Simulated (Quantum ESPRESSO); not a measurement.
## Simulated XPS, UPS and emission spectra of NbP

What would valence photoemission of NbP look like, and what sets its shape?

Calculated with Quantum ESPRESSO 7.5; DFT, PBE, plane waves, ultrasoft GBRV pseudopotentials, scalar-relativistic, in the first sound run; inputs show where later runs differ.

Report form: the programs' logs are mostly left out.

### Step 1. The structure

It takes space group I4_1md (No. 109, tetragonal). Conventional cell: a = 3.350 Å, b = 3.350 Å, c = 11.480 Å, α = 90.00°, β = 90.00°, γ = 90.00°. Nearest to Nb lie 6 P at 2.55 Å. Nearest to P lie 6 Nb at 2.55 Å. Farther neighbours are not listed.

### Step 2. The base run: self-consistent run

First the self-consistent run; potential, DOS and bands follow from it in later steps.

scf.in

```
&control
  calculation = 'scf'
  prefix = 'pes'
  outdir = './tmp'
  pseudo_dir = './pp'
  tprnfor = .true.
  tstress = .true.
/
&system
  ibrav = 0
  nat = 4
  ntyp = 2
  ecutwfc = 40.0
  ecutrho = 200.0
  occupations = 'smearing'
  nbnd = 30
  smearing = 'fd'
  degauss = 0.00147
/
&electrons
  conv_thr = 2.4e-08
  mixing_beta = 0.5
  electron_maxstep = 120
/
ATOMIC_SPECIES
Nb 92.9064 nb_pbe_v1.uspp.F.UPF
P 30.9738 p_pbe_v1.5.uspp.F.UPF
CELL_PARAMETERS angstrom
 -1.674923254 1.674923254 5.740108176
 1.674923254 -1.674923254 5.740108176
 1.674923254 1.674923254 -5.740108176
ATOMIC_POSITIONS crystal
Nb 0.249880800 0.749880800 0.500000000
Nb 0.499880800 0.499880800 0.000000000
P 0.832747770 0.332747770 0.500000000
P 0.082747770 0.082747770 0.000000000
K_POINTS automatic
10 10 10 0 0 0
```

On the command line:

```bash
> OMP_NUM_THREADS=1 mpirun -n 4 pw.x -nk 4 -in scf.in > scf.out
```

The job ended after 39 s (4 MPI ranks of Arm Neoverse V2, shared host; 2.6 min of CPU time).

Numbers from this step:

- free energy: -3635.4975 eV
- Fermi energy: 14.93 eV
- pressure: -1.372 GPa

The run ends at a pressure of -1.37 GPa, with forces up to 0.012 eV/Å.

### Step 3. The base run: levels for the DOS

The levels for the density of states are solved on the fixed potential, without another SCF cycle.

nscf.in, as its differences from scf.in of step 2:

```diff
@@ -1,3 +1,3 @@
 &control
-  calculation = 'scf'
+  calculation = 'nscf'
   prefix = 'pes'
@@ -5,4 +5,3 @@
   pseudo_dir = './pp'
-  tprnfor = .true.
-  tstress = .true.
+  verbosity = 'high'
 /
@@ -23,2 +22,3 @@
   electron_maxstep = 120
+  diago_full_acc = .true.
 /
@@ -37,2 +37,2 @@
 K_POINTS automatic
-10 10 10 0 0 0
+16 16 16 0 0 0
```

On the command line:

```bash
> OMP_NUM_THREADS=1 mpirun -n 4 pw.x -nk 4 -in nscf.in > nscf.out
```

Elapsed: 4.6 min, on 4 MPI ranks.

### Step 4. Projected DOS and spectra

projwfc.x splits the states by atom and shell, which the spectra need, since each shell has its own cross section.

projwfc.in

```
&projwfc
  prefix = 'pes'
  outdir = './tmp'
  filpdos = 'pes'
  ngauss = 0
  degauss = 0.00735
  DeltaE = 0.05
  Emin = -15.07
  Emax = 26.93
/
```

On the command line:

```bash
> OMP_NUM_THREADS=1 mpirun -n 4 projwfc.x -nk 4 -in projwfc.in > projwfc.out
```

Wall time 3.3 s (4 MPI ranks); 15 s of CPU time.

Numbers from this step:

```yaml
zero_of_energy: Fermi level
share_of_occupied_states_in_no_projected_shell: 0.0062 of the occupied states in the window
dos_at_the_fermi_level: 0.4729 states/eV/cell
```

The DOS has structure finer than the step of the table below, so its rows give means over 1 eV, whole bins alone (the curve runs from -14.4 to 7.02 eV). Peaks (eV: height): total -10.2: 5.02, -2.8: 4.83, 2.9: 4.74, 3.9: 4.28; Nb 4d -0.7: 3.31, 1.5: 2.26, 2.9: 3.3, 3.8: 2.39; P 3p -5.3: 2.18, -2.8: 2.4, 4.7: 1.11, 5.2: 0.696; P 3s -10.2: 3.01, 3.8: 0.611; Nb 5p -10.5: 0.966, -5.3: 0.268, -2.8: 0.269, -0.7: 0.390.

Table of DOS by E, zero at the Fermi level; means over each step; values in states/eV/cell:

| E (eV) | total | Nb 4d | P 3p | P 3s | Nb 5p | Nb 5s |
| --- | --- | --- | --- | --- | --- | --- |
| -13 | 0.0328 | 3.8e-4 | 1.9e-4 | 0.0129 | 0.00333 | 0.0160 |
| -12 | 0.467 | 0.0141 | 0.00750 | 0.181 | 0.134 | 0.131 |
| -11 | 1.47 | 0.157 | 0.0221 | 0.674 | 0.481 | 0.137 |
| -10 | 2.03 | 0.489 | 0.0149 | 1.16 | 0.322 | 0.0353 |
| -9 | 0 | 0 | 0 | 0 | 0 | 0 |
| -8 | 0 | 0 | 0 | 0 | 0 | 0 |
| -7 | 1.4e-5 | 0 | 7.4e-6 | 0 | 1.1e-6 | 2.3e-6 |
| -6 | 1.00 | 0.281 | 0.527 | 0.0183 | 0.0684 | 0.106 |
| -5 | 2.49 | 0.891 | 1.27 | 0.0473 | 0.151 | 0.127 |
| -4 | 2.51 | 0.905 | 1.30 | 0.0636 | 0.161 | 0.0716 |
| -3 | 3.63 | 1.56 | 1.77 | 0.0351 | 0.194 | 0.0516 |
| -2 | 2.49 | 1.33 | 0.984 | 0.0105 | 0.119 | 0.0199 |
| -1 | 3.12 | 2.40 | 0.351 | 0.0112 | 0.264 | 0.0561 |
| 0 | 1.33 | 1.06 | 0.149 | 0.00598 | 0.0796 | 0.0116 |
| 1 | 2.05 | 1.73 | 0.188 | 0.0151 | 0.0558 | 0.00943 |
| 2 | 2.53 | 1.95 | 0.328 | 0.0754 | 0.0762 | 0.0319 |
| 3 | 3.91 | 2.71 | 0.644 | 0.221 | 0.127 | 0.100 |
| 4 | 3.52 | 1.88 | 0.801 | 0.406 | 0.147 | 0.148 |
| 5 | 2.03 | 0.910 | 0.714 | 0.0791 | 0.0996 | 0.131 |
| 6 | 1.68 | 0.551 | 0.542 | 0.0426 | 0.113 | 0.279 |

This run's widths, added to any smearing of the DOS itself: Gaussian 0.2 eV, Lorentzian 0.2 eV plus 0.05 an eV of depth. The intensity by binding energy, zero at the Fermi level; values in % of the maximum within 13 eV:

| binding energy (eV) | 21.2 eV | 150 eV | 900 eV | 1486.7 eV | 5414.7 eV |
| --- | --- | --- | --- | --- | --- |
| -1 | 2.22 | 2.27 | 2.40 | 2.41 | 1.53 |
| 0 | 17.7 | 15.1 | 18.0 | 18.0 | 10.6 |
| 1 | 86.2 | 69.5 | 86.5 | 86.4 | 50.7 |
| 2 | 53.8 | 63.8 | 59.1 | 58.3 | 33.8 |
| 3 | 61.6 | 90.2 | 72.6 | 71.5 | 43.4 |
| 4 | 39.2 | 64.7 | 49.2 | 48.9 | 33.0 |
| 5 | 35.5 | 59.3 | 44.9 | 44.8 | 31.3 |
| 6 | 14.2 | 26.9 | 19.4 | 19.6 | 15.8 |
| 7 | 2.52 | 4.65 | 3.75 | 3.99 | 3.78 |
| 8 | 1.55 | 3.23 | 2.99 | 3.46 | 4.21 |
| 9 | 2.27 | 5.64 | 5.84 | 7.18 | 10.1 |
| 10 | 14.0 | 36.6 | 39.6 | 49.6 | 72.5 |
| 11 | 7.10 | 26.0 | 27.6 | 35.7 | 56.7 |
| 12 | - | 9.13 | 9.56 | 12.7 | 22.1 |
| 13 | - | 2.78 | 2.89 | 3.76 | 6.34 |
| 14 | - | 1.21 | 1.24 | 1.56 | 2.41 |

Maxima picked by a test of local sharpness, so broad peaks and shoulders can be missing; peaks within 0.45 eV of a curve's cut are left out. Valence peaks, by row:

| photon energy (eV) | binding energy (eV) | height (% of the maximum within 13 eV) | main shell | its share (%) |
| --- | --- | --- | --- | --- |
| 21.2 | 10.25 | 18.17 | Nb 4d | 94.67 |
| 21.2 | 5.202 | 39.31 | Nb 4d | 89.55 |
| 21.2 | 2.452 | 71.37 | Nb 4d | 92.72 |
| 21.2 | 0.7015 | 100 | Nb 4d | 98.61 |
| 150 | 10.3 | 49.56 | P 3s | 73.12 |
| 150 | 5.202 | 66.14 | P 3p | 60.53 |
| 150 | 2.702 | 100 | P 3p | 55.21 |
| 150 | 0.7015 | 79.36 | Nb 4d | 83.54 |
| 900 | 10.3 | 53.61 | P 3s | 65.7 |
| 900 | 5.202 | 49.76 | Nb 4d | 67.73 |
| 900 | 2.552 | 81.97 | Nb 4d | 76.71 |
| 900 | 0.7015 | 100 | Nb 4d | 94.4 |
| 1487 | 10.3 | 67.51 | P 3s | 71.58 |
| 1487 | 5.202 | 49.61 | Nb 4d | 67.6 |
| 1487 | 2.552 | 80.55 | Nb 4d | 77.67 |
| 1487 | 0.7015 | 100 | Nb 4d | 93.93 |
| 5415 | 10.35 | 100 | P 3s | 84.86 |
| 5415 | 5.202 | 34.78 | Nb 4d | 52.08 |
| 5415 | 2.702 | 47.58 | Nb 4d | 69.78 |
| 5415 | 0.7015 | 58.57 | Nb 4d | 86.62 |

Shapes are the site's partial DOS without matrix elements, which overweights lines from ligand s bands. Intensity against emission energy less the core level's binding energy, zero at the Fermi level; read off at these points; values in % of the unpolarised maximum:

| emission energy less the core level's binding energy (eV) | Nb L-beta2 | P K-beta | P K-beta, E along x | P K-beta, E along y | P K-beta, E along z | P L2,3 |
| --- | --- | --- | --- | --- | --- | --- |
| -14.00 | 2.75 | 0.530 | 0.533 | 0.533 | 0.523 | 1.61 |
| -13.50 | 3.32 | 0.613 | 0.615 | 0.615 | 0.609 | 2.45 |
| -13.00 | 4.15 | 0.736 | 0.735 | 0.735 | 0.740 | 4.54 |
| -12.50 | 5.40 | 0.939 | 0.928 | 0.928 | 0.960 | 9.69 |
| -12.00 | 7.29 | 1.24 | 1.21 | 1.21 | 1.29 | 17.8 |
| -11.50 | 10.1 | 1.60 | 1.55 | 1.55 | 1.71 | 30.1 |
| -11.00 | 13.7 | 1.99 | 1.90 | 1.90 | 2.16 | 54.3 |
| -10.50 | 16.7 | 2.23 | 2.13 | 2.13 | 2.43 | 94.4 |
| -10.00 | 16.5 | 2.12 | 2.06 | 2.06 | 2.23 | 73.9 |
| -9.50 | 13.7 | 2.03 | 2.03 | 2.03 | 2.02 | 21.9 |
| -9.00 | 11.3 | 2.27 | 2.30 | 2.30 | 2.19 | 7.84 |
| -8.50 | 10.4 | 2.80 | 2.86 | 2.86 | 2.66 | 4.09 |
| -8.00 | 10.9 | 3.71 | 3.81 | 3.81 | 3.50 | 2.56 |
| -7.50 | 12.7 | 5.33 | 5.50 | 5.50 | 4.99 | 1.80 |
| -7.00 | 16.3 | 8.75 | 9.06 | 9.06 | 8.13 | 1.40 |
| -6.50 | 22.7 | 17.7 | 18.3 | 18.3 | 16.4 | 1.42 |
| -6.00 | 32.2 | 37.6 | 38.4 | 38.4 | 36.0 | 2.35 |
| -5.50 | 43.0 | 62.1 | 64.1 | 64.1 | 58.1 | 3.56 |
| -5.00 | 51.4 | 69.1 | 73.6 | 73.6 | 60.1 | 4.24 |
| -4.50 | 58.3 | 67.1 | 73.4 | 73.4 | 54.6 | 4.58 |
| -4.00 | 67.2 | 77.9 | 83.2 | 83.2 | 67.4 | 5.36 |
| -3.50 | 78.0 | 88.0 | 88.6 | 88.6 | 86.7 | 5.03 |
| -3.00 | 88.0 | 97.9 | 93.5 | 93.5 | 107 | 3.19 |
| -2.88 | 90.0 | 99.6 | 94.0 | 94.0 | 111 | 2.81 |
| -2.78 | 91.3 | 99.9 | 93.5 | 93.5 | 113 | 2.56 |
| -2.50 | 93.9 | 94.1 | 86.8 | 86.8 | 109 | 2.00 |
| -2.00 | 95.3 | 62.9 | 56.0 | 56.0 | 76.6 | 1.16 |
| -1.50 | 97.9 | 36.4 | 34.9 | 34.9 | 39.5 | 0.969 |
| -1.18 | 99.9 | 29.4 | 31.4 | 31.4 | 25.3 | 1.05 |
| -1.00 | 99.5 | 27.1 | 29.9 | 29.9 | 21.5 | 1.16 |
| -0.50 | 86.5 | 20.9 | 22.3 | 22.3 | 18.1 | 1.06 |
| 0.00 | 60.1 | 10.7 | 10.6 | 10.6 | 10.6 | 0.366 |
| 0.50 | 37.3 | 5.08 | 5.03 | 5.03 | 5.08 | 0.167 |
| 1.00 | 23.8 | 3.22 | 3.21 | 3.21 | 3.21 | 0.142 |

Recipe: projected DOS times atomic cross section and asymmetry factor (linear light, 54.7° from the polarisation), occupied states only, Fermi edge at 300 K, a Lorentzian width of 0.2 eV growing by 0.05 eV per eV of binding energy, and a resolution of 0.2 eV. Curves are cut 10 eV under the photon energy, above any shell that the free atom's threshold puts out of reach, or at the lower edge of the window: 11.2 eV at 21.2 eV, 14.4 eV at 150 eV, 14.4 eV at 900 eV, 14.4 eV at 1486.7 eV and 14.4 eV at 5414.7 eV. Matrix elements of the solid and inelastic losses aren't modelled, nor non-dipole terms, which matter above 3 keV.

How the area divides among the shells (%):

| shell | 21.2 eV | 150 eV | 900 eV | 1486.7 eV | 5414.7 eV |
| --- | --- | --- | --- | --- | --- |
| Nb 5s | 0.0 | 0.7 | 1.1 | 1.8 | 7.1 |
| Nb 5p | 0.3 | 0.5 | 1.1 | 1.6 | 3.8 |
| Nb 4d | 93.9 | 45.1 | 69.0 | 65.4 | 41.5 |
| P 3s | 0.3 | 14.2 | 14.8 | 19.4 | 40.1 |
| P 3p | 5.5 | 39.5 | 13.9 | 11.8 | 7.5 |

The DOS is smeared over a finite mesh, so a small value at the Fermi level depends on both. At the Fermi level the DOS is 0.47 states/eV a cell, and on the broadened curves Nb 4d holds 83 % of the total there.

### Step 5. The base run: bands

The bands are solved at chosen points on the fixed potential.

bands.in, as its differences from nscf.in of step 3:

```diff
@@ -1,3 +1,3 @@
 &control
-  calculation = 'nscf'
+  calculation = 'bands'
   prefix = 'pes'
@@ -36,3 +36,12 @@
 P 0.082747770 0.082747770 0.000000000
-K_POINTS automatic
-16 16 16 0 0 0
+K_POINTS crystal
+94
+ 0.00000000 0.00000000 0.00000000 1
+ 0.00000000 0.00000000 0.05000000 1
+ 0.00000000 0.00000000 0.10000000 1
+ 0.00000000 0.00000000 0.15000000 1
+ 0.00000000 0.00000000 0.20000000 1
+ 0.00000000 0.00000000 0.25000000 1
+ ! [... 86 more points ...]
+ 0.50000000 0.50000000 -0.45425720 1
+ 0.50000000 0.50000000 -0.50000000 1
```

On the command line:

```bash
> OMP_NUM_THREADS=1 mpirun -n 4 pw.x -nk 4 -in bands.in > bands.out
```

Run time: 72 s. Hardware: 4 MPI ranks; 4.8 min of CPU time.

The electronic bands at the labelled points (eV, zero at the Fermi level; # counts the bands kept):

| point | #7 | #8 | #9 | #10 | #11 | #12 | #13 | #14 |
| --- | --- | --- | --- | --- | --- | --- | --- | --- |
| Γ | -2.12 | -1.71 | -1.35 | -1.35 | 0.83 | 1.59 | 2.64 | 3.13 |
| halfway | -3.12 | -1.96 | -0.69 | -0.59 | 0.15 | 1.16 | 1.91 | 3.29 |
| X | -2.85 | -2.85 | -0.43 | -0.43 | 2.95 | 2.95 | 3.05 | 3.05 |
| halfway | -2.87 | -2.87 | -0.42 | -0.42 | 2.96 | 2.96 | 3.04 | 3.04 |
| P | -2.89 | -2.89 | -0.41 | -0.41 | 2.96 | 2.96 | 3.03 | 3.03 |
| halfway | -2.77 | -2.56 | -0.88 | -0.76 | 1.19 | 2.46 | 2.80 | 3.12 |
| N | -2.31 | -1.87 | -1.50 | -0.13 | 0.08 | 1.30 | 2.43 | 2.63 |
| halfway | -1.81 | -1.80 | -1.62 | -0.57 | 0.29 | 1.10 | 1.63 | 2.50 |
| Γ | -2.12 | -1.71 | -1.35 | -1.35 | 0.83 | 1.59 | 2.64 | 3.13 |
| halfway | -2.41 | -2.08 | -0.91 | -0.91 | 0.93 | 1.47 | 2.68 | 2.68 |
| M | -2.65 | -2.65 | -0.53 | -0.53 | 1.19 | 1.19 | 2.29 | 2.29 |
| halfway | -2.61 | -1.91 | -1.57 | 0.04 | 0.31 | 1.22 | 2.10 | 2.68 |
| S | -2.29 | -2.18 | -1.46 | -0.14 | 0.12 | 1.62 | 2.38 | 2.67 |
| jump to S0 | -2.29 | -2.18 | -1.46 | -0.14 | 0.12 | 1.62 | 2.38 | 2.67 |
| halfway | -1.82 | -1.61 | -1.53 | -0.70 | 0.32 | 0.97 | 1.64 | 2.50 |
| Γ | -2.12 | -1.71 | -1.35 | -1.35 | 0.83 | 1.59 | 2.64 | 3.13 |
| jump to X | -2.85 | -2.85 | -0.43 | -0.43 | 2.95 | 2.95 | 3.05 | 3.05 |
| halfway | -2.84 | -2.84 | -0.44 | -0.44 | 2.88 | 2.88 | 3.09 | 3.09 |
| R | -2.82 | -2.82 | -0.47 | -0.47 | 2.74 | 2.74 | 3.12 | 3.12 |
| jump to G | -2.82 | -2.82 | -0.47 | -0.47 | 2.74 | 2.74 | 3.12 | 3.12 |
| halfway | -2.68 | -2.68 | -0.99 | -0.99 | 1.67 | 1.67 | 2.33 | 2.33 |
| M | -2.65 | -2.65 | -0.53 | -0.53 | 1.19 | 1.19 | 2.29 | 2.29 |

Of the bands kept, 2 cross the Fermi level on this path.

### Step 6. With spin–orbit coupling: self-consistent run

This step: DFT, PBE, plane waves, norm-conserving PseudoDojo pseudopotentials, with spin-orbit coupling (Quantum ESPRESSO 7.5).

Spin–orbit coupling splits and shifts levels of heavy atoms, so the bands are solved again with spinors.

scf.in, as its differences from that of step 2:

```diff
@@ -12,8 +12,10 @@
   ntyp = 2
-  ecutwfc = 40.0
-  ecutrho = 200.0
+  ecutwfc = 82.0
+  ecutrho = 328.0
   occupations = 'smearing'
-  nbnd = 30
+  nbnd = 60
   smearing = 'fd'
   degauss = 0.00147
+  noncolin = .true.
+  lspinorb = .true.
 /
@@ -25,4 +27,4 @@
 ATOMIC_SPECIES
-Nb 92.9064 nb_pbe_v1.uspp.F.UPF
-P 30.9738 p_pbe_v1.5.uspp.F.UPF
+Nb 92.9064 Nb.upf
+P 30.9738 P.upf
 CELL_PARAMETERS angstrom
```

On the command line:

```bash
> OMP_NUM_THREADS=1 mpirun -n 4 pw.x -nk 4 -in scf.in > scf.out
```

The job ended after 9.6 min (4 MPI ranks; 38 min of CPU time).

Numbers from this step:

```yaml
free_energy: -3770.7752 eV
fermi_energy: 14.97 eV
pressure: -0.849 GPa
```

The run ends at a pressure of -0.85 GPa, with forces up to 0.013 eV/Å.

### Step 7. With spin–orbit coupling: bands

bands.in, as its differences from that of step 5:

```diff
@@ -11,8 +11,10 @@
   ntyp = 2
-  ecutwfc = 40.0
-  ecutrho = 200.0
+  ecutwfc = 82.0
+  ecutrho = 328.0
   occupations = 'smearing'
-  nbnd = 30
+  nbnd = 60
   smearing = 'fd'
   degauss = 0.00147
+  noncolin = .true.
+  lspinorb = .true.
 /
@@ -25,4 +27,4 @@
 ATOMIC_SPECIES
-Nb 92.9064 nb_pbe_v1.uspp.F.UPF
-P 30.9738 p_pbe_v1.5.uspp.F.UPF
+Nb 92.9064 Nb.upf
+P 30.9738 P.upf
 CELL_PARAMETERS angstrom
```

On the command line:

```bash
> OMP_NUM_THREADS=1 mpirun -n 4 pw.x -nk 4 -in bands.in > bands.out
```

It took 20 s on 4 MPI ranks.

The run was cut off at its time limit.

### Step 8. With a Hubbard U: self-consistent run

This step: DFT, PBE+U, plane waves, ultrasoft GBRV pseudopotentials, scalar-relativistic (Quantum ESPRESSO 7.5).

Semilocal functionals spread d and f electrons too much; a Hubbard U localises them.

scf.in, as its differences from that of step 6:

```diff
@@ -12,10 +12,8 @@
   ntyp = 2
-  ecutwfc = 82.0
-  ecutrho = 328.0
+  ecutwfc = 40.0
+  ecutrho = 200.0
   occupations = 'smearing'
-  nbnd = 60
+  nbnd = 30
   smearing = 'fd'
   degauss = 0.00147
-  noncolin = .true.
-  lspinorb = .true.
 /
@@ -27,4 +25,4 @@
 ATOMIC_SPECIES
-Nb 92.9064 Nb.upf
-P 30.9738 P.upf
+Nb 92.9064 nb_pbe_v1.uspp.F.UPF
+P 30.9738 p_pbe_v1.5.uspp.F.UPF
 CELL_PARAMETERS angstrom
@@ -40 +38,3 @@
 10 10 10 0 0 0
+HUBBARD (ortho-atomic)
+U Nb-4d 3
```

On the command line:

```bash
> OMP_NUM_THREADS=1 mpirun -n 4 pw.x -nk 4 -in scf.in > scf.out
```

Run time: 53 s. Hardware: 4 MPI ranks.

Numbers from this step:

| Item | Value |
| --- | --- |
| free energy | -3628.1564 eV |
| Fermi energy | 15.07 eV |
| pressure | -0.043 GPa |

The run ends at a pressure of -0.04 GPa, with forces up to 0.015 eV/Å.

### Step 9. With a Hubbard U: levels for the DOS

nscf.in, as its differences from that of step 3:

```diff
@@ -38 +38,3 @@
 16 16 16 0 0 0
+HUBBARD (ortho-atomic)
+U Nb-4d 3
```

On the command line:

```bash
> OMP_NUM_THREADS=1 mpirun -n 4 pw.x -nk 4 -in nscf.in > nscf.out
```

Wall time 4.7 min (4 MPI ranks).

This step gave:

```yaml
fermi_energy: 15.09 eV
```

### Step 10. Projected DOS and spectra

projwfc.in, as its differences from that of step 4:

```diff
@@ -7,4 +7,4 @@
   DeltaE = 0.05
-  Emin = -15.07
-  Emax = 26.93
+  Emin = -14.91
+  Emax = 27.09
 /
```

On the command line:

```bash
> OMP_NUM_THREADS=1 mpirun -n 4 projwfc.x -nk 4 -in projwfc.in > projwfc.out
```

It took 3.4 s on 4 MPI ranks.

This step gave:

```yaml
share_of_occupied_states_in_no_projected_shell: 0.006 of the occupied states in the window
dos_at_the_fermi_level: 0.4193 states/eV/cell
```

The two runs compared:

| quantity | this run | base run | difference |
| --- | --- | --- | --- |
| DOS at the Fermi level (states/eV/cell) | 0.4193 | 0.4729 | -0.0536 |

### Step 11. With a Hubbard U: bands

bands.in, as its differences from that of step 7:

```diff
@@ -11,10 +11,8 @@
   ntyp = 2
-  ecutwfc = 82.0
-  ecutrho = 328.0
+  ecutwfc = 40.0
+  ecutrho = 200.0
   occupations = 'smearing'
-  nbnd = 60
+  nbnd = 30
   smearing = 'fd'
   degauss = 0.00147
-  noncolin = .true.
-  lspinorb = .true.
 /
@@ -27,4 +25,4 @@
 ATOMIC_SPECIES
-Nb 92.9064 Nb.upf
-P 30.9738 P.upf
+Nb 92.9064 nb_pbe_v1.uspp.F.UPF
+P 30.9738 p_pbe_v1.5.uspp.F.UPF
 CELL_PARAMETERS angstrom
@@ -49 +47,3 @@
  0.50000000 0.50000000 -0.50000000 1
+HUBBARD (ortho-atomic)
+U Nb-4d 3
```

On the command line:

```bash
> OMP_NUM_THREADS=1 mpirun -n 4 pw.x -nk 4 -in bands.in > bands.out
```

Run time: 72 s. Hardware: 4 MPI ranks; 4.8 min of CPU time.

Electronic bands along the path, in eV, zero at the Fermi level; # counts the bands kept:

| point | #7 | #8 | #9 | #10 | #11 | #12 | #13 | #14 |
| --- | --- | --- | --- | --- | --- | --- | --- | --- |
| Γ | -2.11 | -1.75 | -1.40 | -1.40 | 0.85 | 1.60 | 2.52 | 3.09 |
| halfway | -3.19 | -1.95 | -0.70 | -0.63 | 0.12 | 1.14 | 1.88 | 3.19 |
| X | -2.90 | -2.90 | -0.51 | -0.51 | 2.88 | 2.88 | 3.01 | 3.01 |
| halfway | -2.92 | -2.92 | -0.50 | -0.50 | 2.88 | 2.88 | 3.01 | 3.01 |
| P | -2.94 | -2.94 | -0.49 | -0.49 | 2.88 | 2.88 | 3.01 | 3.01 |
| halfway | -2.80 | -2.62 | -0.92 | -0.81 | 1.13 | 2.42 | 2.76 | 3.09 |
| N | -2.32 | -1.95 | -1.52 | -0.21 | 0.12 | 1.31 | 2.38 | 2.56 |
| halfway | -1.85 | -1.84 | -1.63 | -0.59 | 0.33 | 1.11 | 1.57 | 2.44 |
| Γ | -2.11 | -1.75 | -1.40 | -1.40 | 0.85 | 1.60 | 2.52 | 3.09 |
| halfway | -2.40 | -2.10 | -0.98 | -0.98 | 0.95 | 1.48 | 2.67 | 2.67 |
| M | -2.64 | -2.64 | -0.62 | -0.62 | 1.20 | 1.20 | 2.30 | 2.30 |
| halfway | -2.62 | -1.94 | -1.61 | 0.06 | 0.27 | 1.21 | 2.11 | 2.62 |
| S | -2.30 | -2.25 | -1.51 | -0.10 | 0.06 | 1.63 | 2.34 | 2.59 |
| jump to S0 | -2.30 | -2.25 | -1.51 | -0.10 | 0.06 | 1.63 | 2.34 | 2.59 |
| halfway | -1.85 | -1.65 | -1.53 | -0.74 | 0.37 | 0.98 | 1.58 | 2.43 |
| Γ | -2.11 | -1.75 | -1.40 | -1.40 | 0.85 | 1.60 | 2.52 | 3.09 |
| jump to X | -2.90 | -2.90 | -0.51 | -0.51 | 2.88 | 2.88 | 3.01 | 3.01 |
| halfway | -2.89 | -2.89 | -0.52 | -0.52 | 2.81 | 2.81 | 3.05 | 3.05 |
| R | -2.88 | -2.88 | -0.55 | -0.55 | 2.68 | 2.68 | 3.08 | 3.08 |
| jump to G | -2.88 | -2.88 | -0.55 | -0.55 | 2.68 | 2.68 | 3.08 | 3.08 |
| halfway | -2.73 | -2.73 | -1.01 | -1.01 | 1.66 | 1.66 | 2.28 | 2.28 |
| M | -2.64 | -2.64 | -0.62 | -0.62 | 1.20 | 1.20 | 2.30 | 2.30 |

Of the bands kept, 1 crosses the Fermi level on this path.

### Step 12. With LDA: self-consistent run

This step: DFT, LDA, plane waves, ultrasoft GBRV pseudopotentials, scalar-relativistic (Quantum ESPRESSO 7.5).

The run is repeated with LDA on the same cell, to see how much the levels hang on the functional.

scf.in, as its differences from that of step 8:

```diff
@@ -25,4 +25,4 @@
 ATOMIC_SPECIES
-Nb 92.9064 nb_pbe_v1.uspp.F.UPF
-P 30.9738 p_pbe_v1.5.uspp.F.UPF
+Nb 92.9064 nb_lda_v1.uspp.F.UPF
+P 30.9738 p_lda_v1.5.uspp.F.UPF
 CELL_PARAMETERS angstrom
@@ -38,3 +38 @@
 10 10 10 0 0 0
-HUBBARD (ortho-atomic)
-U Nb-4d 3
```

On the command line:

```bash
> OMP_NUM_THREADS=1 mpirun -n 4 pw.x -nk 4 -in scf.in > scf.out
```

Run time: 40 s. Hardware: 4 MPI ranks.

Numbers from this step:

- free energy: -3641.2645 eV
- Fermi energy: 14.67 eV
- pressure: -9.483 GPa

The run ends at a pressure of -9.48 GPa, with forces up to 0.011 eV/Å.

### Step 13. With LDA: levels for the DOS

nscf.in, as its differences from that of step 9:

```diff
@@ -25,4 +25,4 @@
 ATOMIC_SPECIES
-Nb 92.9064 nb_pbe_v1.uspp.F.UPF
-P 30.9738 p_pbe_v1.5.uspp.F.UPF
+Nb 92.9064 nb_lda_v1.uspp.F.UPF
+P 30.9738 p_lda_v1.5.uspp.F.UPF
 CELL_PARAMETERS angstrom
@@ -38,3 +38 @@
 16 16 16 0 0 0
-HUBBARD (ortho-atomic)
-U Nb-4d 3
```

On the command line:

```bash
> OMP_NUM_THREADS=1 mpirun -n 4 pw.x -nk 4 -in nscf.in > nscf.out
```

Run time: 4.8 min. Hardware: 4 MPI ranks.

(Part 1 of 2 ends here.)

[Logs are printed without paths, hosts, clocks, repeated set-up lines and the standing remarks that a program may print on its own settings, such as how far it seeks lower states.]

[Hosts, paths, dates, database ids (printed as entryN), source tags and the programs' standing remarks are cut or masked in the printed files.]

[Maps of the electrostatic potential energy from Ansatz leave out the sawtooth potential of an applied field or a dipole correction, so their vacuum need not be flat; work functions include it.]

[Peak lists hold at most the 14 tallest peaks of each spectrum; further lines can be left out.]
